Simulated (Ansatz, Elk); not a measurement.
**LaCr: X-ray structure factors from the self-consistent density**

The structure of LaCr used here is made up (a known structure type with other elements) and was relaxed beforehand with PBEsol. The aim is the Fourier transform of its all-electron density, F(hkl), set beside the sum over free spherical atoms that refinements use.

Main program and level: Elk 11.2.3 (patched build); DFT, PBE, all-electron APW+lo, Dirac cores, scalar-relativistic bands, static density, ferromagnetic start.

This account leaves out most program logs.

The structure was built from a prototype and need not be the compound's stable phase.

## Step 1: Set-up

The structure is cubic, space group Pm-3m (No. 221). Conventional cell: a = 3.654 Å, b = 3.654 Å, c = 3.654 Å, α = 90.00°, β = 90.00°, γ = 90.00°. La has 8 Cr at 3.16 Å nearest. Cr has 8 La at 3.16 Å nearest. Farther neighbours are not listed.

## Step 2: Ground state and structure factors

An all-electron density is needed, since X-rays see the cores too. Task 0 finds the density and task 195 Fourier-transforms it; tshift is off so that phases refer to the origin typed.

Contents of elk.in:

```
tasks
  0
  195
  196

xctype
  20

spinpol
  .true.

rgkmax
  7.0

gmaxvr
  14.0

lmaxo
  7

lmaxapw
  8

swidth
  0.002

tshift
  .false.

ramdisk
  .false.

hmaxvr
  5.5

maxscl
  120

epspot
  1e-06

reducebf
  0.8

sppath
  './'

avec
  6.90415065334 0.00000000000 -0.00000000000
  0.00000000000 6.90415065334 -0.00000000000
  -0.00000000000 -0.00000000000 6.90415065334

atoms
  2
  'La.in'
  1
  -0.0000000000 0.0000000000 0.0000000000   0.000000 0.000000 0.000000
  'Cr.in'
  1
  0.5000000000 0.5000000000 0.5000000000   0.000000 0.000000 -0.170000

ngridk
  5 5 5
```

Run with:

```
OMP_NUM_THREADS=4 elk
```

Wall time 27 s (4 threads of Intel Xeon Platinum 8375C at 2.90GHz (Ice Lake), shared host); peak memory 0.27 GiB; 76 s of CPU time.

SFACRHO.OUT:

```text

h k l indices transformed by vhmat matrix:
   1.000000000       0.000000000       0.000000000    
   0.000000000       1.000000000       0.000000000    
   0.000000000       0.000000000       1.000000000    

      h      k      l  multipl.   |H|            Re(F)            Im(F)           |F|

      0      0      0      1   0.0000000       81.000000      0.15315279E-33   81.000000    
     -1      0      0      6  0.91005913       29.167968     -0.10957141E-13   29.167968    
      1     -1      0     12   1.2870180       63.746223      0.15611075E-14   63.746223    
     -1     -1     -1      8   1.5762686       26.220205     -0.35812771E-13   26.220205    
      0      0     -2      6   1.8201183       56.305913      0.17725119E-13   56.305913    
     -1     -2      0     24   2.0349541       24.199206     -0.31605855E-13   24.199206    
      1     -2      1     24   2.2291805       51.296744      0.12218639E-14   51.296744    
      0      2     -2     12   2.5740359       47.544532     -0.21722665E-14   47.544532    
      0     -3      0      6   2.7301774       21.948205     -0.43802946E-14   21.948205    
     -1      2     -2     24   2.7301774       21.936951     -0.68214899E-14   21.936951    
      3      1      0     24   2.8778596       44.578942     -0.26089900E-13   44.578942    
      1     -3      1     24   3.0183247       21.134377      0.35825922E-14   21.134377    
     -2      2      2      8   3.1525373       42.200220     -0.12133070E-13   42.200220    
     -3      2      0     24   3.2812648       20.408589     -0.12649691E-14   20.408589    
     -3      1      2     48   3.4051295       40.148006     -0.71881108E-14   40.148006    
      0     -4      0      6   3.6402365       38.365030      0.21431962E-13   38.365030    
      2     -2     -3     24   3.7522699       19.096503     -0.33990659E-14   19.096503    
      4     -1      0     24   3.7522699       19.130136      0.19784453E-13   19.130136
```

Elk indexes on the primitive cell of elk.in and gives |H| = 4π sin θ/λ in inverse bohr. Below, one row stands for each form hkl of the conventional cell (m members, Friedel mates merged), F is for one primitive cell and the density is static (no thermal factor). Free-atom factors are Waasmaier and Kirfel's, and R is Σm||F|−|F'||/Σm|F|.

```tsv
hkl	m	sin θ/λ (Å⁻¹)	abs F, DFT	neutral atoms	diff.
100	6	0.137	29.168	28.927	+0.241
110	12	0.194	63.746	64.130	-0.384
111	8	0.237	26.220	25.864	+0.356
200	6	0.274	56.306	56.444	-0.138
210	24	0.306	24.199	24.087	+0.112
211	24	0.335	51.297	51.287	+0.010
220	12	0.387	47.544	47.504	+0.040
300	6	0.411	21.948	21.980	-0.032
221	24	0.411	21.937	21.980	-0.043
310	24	0.433	44.579	44.544	+0.035
311	24	0.454	21.134	21.192	-0.058
222	8	0.474	42.200	42.121	+0.079
320	24	0.493	20.409	20.469	-0.061
321	48	0.512	40.148	40.078	+0.070
```

## Step 3: The magnetisation density

The same run holds the spin density, and task 196 transforms it. The order is that of the start, and no other was tried.

SFACMAG_1.OUT:

```text

h k l indices transformed by vhmat matrix:
   1.000000000       0.000000000       0.000000000    
   0.000000000       1.000000000       0.000000000    
   0.000000000       0.000000000       1.000000000    

      h      k      l  multipl.   |H|            Re(F)            Im(F)           |F|

      0      0      0      1   0.0000000       3.1434198     -0.10579336E-33   3.1434198    
     -1      0      0      6  0.91005913      -2.6922927     -0.12836583E-14   2.6922927    
      1     -1      0     12   1.2870180       2.0357336      0.16397633E-15   2.0357336    
     -1     -1     -1      8   1.5762686      -1.5485365     -0.34106926E-14   1.5485365    
      0      0     -2      6   1.8201183       1.1949955      0.14576815E-14   1.1949955    
     -1     -2      0     24   2.0349541      -1.0341866     -0.23564353E-14   1.0341866    
      1     -2      1     24   2.2291805      0.91023199      0.71176749E-16  0.91023199    
      0      2     -2     12   2.5740359      0.66532356     -0.11144997E-15  0.66532356    
      0     -3      0      6   2.7301774     -0.49967481     -0.14857818E-15  0.49967481    
     -1      2     -2     24   2.7301774     -0.57845501     -0.32974668E-15  0.57845501    
      3      1      0     24   2.8778596      0.42772146     -0.98254477E-15  0.42772146    
      1     -3      1     24   3.0183247     -0.39625624      0.14121669E-15  0.39625624    
     -2      2      2      8   3.1525373      0.38719703     -0.42331945E-15  0.38719703    
     -3      2      0     24   3.2812648     -0.30553919     -0.37005217E-16  0.30553919    
     -3      1      2     48   3.4051295      0.26702285     -0.19124815E-15  0.26702285    
      0     -4      0      6   3.6402365      0.11434974      0.27229147E-15  0.11434974
```

The total moment is 3.14 μB a cell; sphere moments: La1 -0.16, Cr2 +3.17 μB. Polarised neutrons measure spin and orbital magnetisation together; without spin-orbit coupling the run gives the spin part. With nearly all of the moment on one atom, abs F_M/F_M(0) is close to a form factor, set here beside ⟨j0⟩ of the free Cr2+ ion, taken for comparison since the valence isn't defined:

```tsv
hkl	sin θ/λ (Å⁻¹)	abs F_M (μB)	F_M/F_M(0)	⟨j0⟩
100	0.137	2.692	0.856	0.793
110	0.194	2.036	0.648	0.638
111	0.237	1.548	0.493	0.520
200	0.274	1.195	0.380	0.429
210	0.306	1.034	0.329	0.356
211	0.335	0.910	0.290	0.299
220	0.387	0.665	0.212	0.213
300	0.411	0.500	0.159	0.181
221	0.411	0.579	0.184	0.181
310	0.433	0.428	0.136	0.155
311	0.454	0.396	0.126	0.132
222	0.474	0.387	0.123	0.113
320	0.493	0.305	0.097	0.096
321	0.512	0.267	0.085	0.082
```

## Step 4: The highest occupied states alone

An energy window below the Fermi level keeps the highest occupied states, to see at which angles they scatter; shallow core shells can lie inside it and anion s states outside. No new self-consistency is needed.

elk.in, as its differences from that of step 2:

```diff
@@ -1,5 +1,3 @@
 tasks
-  0
   195
-  196
 
@@ -44,2 +42,5 @@
 
+wsfac
+  -0.133450 0.607540
+
 sppath
```

Run with:

```
OMP_NUM_THREADS=4 elk
```

Run time: 3.2 s. Hardware: 4 threads; peak memory 0.19 GiB; 4.9 s of CPU time.

States within 12 eV below the Fermi level hold 9.00 electrons; any levels below the window count with the cores. Their amplitudes can exceed the total, where window and core parts have opposite phase:

```tsv
hkl	sin θ/λ (Å⁻¹)	abs F, window	abs F, all
100	0.137	3.097	29.168
110	0.194	2.423	63.746
111	0.237	1.679	26.220
200	0.274	1.571	56.306
210	0.306	1.247	24.199
211	0.335	1.131	51.297
220	0.387	0.823	47.544
300	0.411	0.686	21.948
221	0.411	0.701	21.937
310	0.433	0.604	44.579
```

## Step 5: Another functional

The difference from free atoms is small, so it is set against the change that LDA (Perdew-Wang) makes.

elk.in, as its differences from that of step 4:

```diff
@@ -1,6 +1,8 @@
 tasks
+  0
   195
+  196
 
 xctype
-  20
+  3
 
@@ -42,5 +44,2 @@
 
-wsfac
-  -0.133450 0.607540
-
 sppath
```

Run with:

```
OMP_NUM_THREADS=4 elk
```

Wall time 20 s (4 threads); peak memory 0.19 GiB.

Against the first run R = 0.02 %; the largest change is -0.027 at 200. The moment goes from 3.14 to 3.12 μB.

## Step 6: Basis size

A smaller basis shows how fast F responds to it; the change is likely larger than the basis error of the first run, but doesn't show convergence.

elk.in, as its differences from that of step 5:

```diff
@@ -6,3 +6,3 @@
 xctype
-  3
+  20
 
@@ -12,3 +12,3 @@
 rgkmax
-  7.0
+  5.5
```

Run with:

```
OMP_NUM_THREADS=4 elk
```

Run time: 25 s. Hardware: 4 threads; peak memory 0.25 GiB.

Against the first run R = 0.03 %; the largest change is +0.054 at 211. The moment goes from 3.14 to 3.08 μB.

## Step 7: A coarser k-mesh

About half the k-points along each axis test the sampling.

elk.in, as its differences from that of step 6:

```diff
@@ -12,3 +12,3 @@
 rgkmax
-  5.5
+  7.0
 
@@ -62,2 +62,2 @@
 ngridk
-  5 5 5
+  2 2 2
```

Run with:

```
OMP_NUM_THREADS=4 elk
```

It took 47 s on 4 threads; peak memory 0.29 GiB; 2.2 min of CPU time.

Against the first run R = 0.05 %; the largest change is -0.174 at 111. The moment goes from 3.14 to 3.78 μB.

## Step 8: Settings against the effect

```tsv
run	R against the first run (%)	R against neutral atoms, low angle (%)	wall time
PBE, rgkmax 7	0.00	0.65	27 s
LDA (Perdew-Wang)	0.02	0.66	20 s
rgkmax 5.5	0.03	0.71	25 s
k-mesh 2×2×2	0.05	0.51	47 s
```

## Step 9: Outcome

| Quantity | Value |
| --- | --- |
| R against neutral atoms, sin θ/λ < 0.3 Å⁻¹ | 0.65 % |
| R against neutral atoms, 0.3 to 0.82 Å⁻¹ | 0.14 % |
| magnetic form factor over free-ion ⟨j0⟩, 0.12 to 0.35 Å⁻¹ | 0.97 |

In words: Independent neutral atoms miss the calculated amplitudes by R = 0.65 % below 0.3 Å⁻¹ and 0.14 % from there to 0.82 Å⁻¹; by shells, 0.82 % below 0.15 Å⁻¹ (1 form), 0.63 % 0.15 to 0.3 (3 forms), 0.13 % 0.3 to 0.45 (6 forms), 0.14 % above 0.45 (31 forms). Bonding, aspherical density and the tables' own atoms all enter these figures, and the runs don't part them. The largest change of an amplitude is -0.38 electrons, at 110. The relaxation gave a moment of 3.45 μB against 3.14 μB here, so the moment isn't settled. The magnetic order is that of the start. No other order was tried here, and an antiferromagnetic one would change or move the magnetic intensity. Between 0.12 and 0.35 Å⁻¹ the magnetic form factor is 0.97 times the free-ion one. The sphere holds 3.17 of the 3.14 μB; that share, the choice of ion, the size of the d shell and its asphericity all move this ratio. The window's part falls from 9.0 electrons at the origin to at most 0.52 between 0.45 and 0.82 Å⁻¹. Below 0.3 Å⁻¹ the changes that finished (LDA (Perdew-Wang), rgkmax 5.5 and k-mesh 2×2×2) move F by R = 0.17 % at most, against the 0.65 % that separates it from free atoms. A single amplitude moves by up to 0.17 electrons, against 0.38 for the largest difference from free atoms. The magnetic factors move by R = 4.2 % (LDA (Perdew-Wang)), 2.7 % (rgkmax 5.5) and 18.7 % (k-mesh 2×2×2), so they aren't settled to better than that. Part of the difference isn't bonding: the tables are fits to free atoms and ions calculated by other methods than this functional. Thermal motion, anomalous dispersion and extinction are left out.

[Logs are printed without paths, hosts, clocks, repeated set-up lines and the standing remarks that a program may print on its own settings, such as how far it seeks lower states.]

[Hosts, paths, dates, database ids (printed as entryN), source tags and the programs' standing remarks are cut or masked in the printed files.]
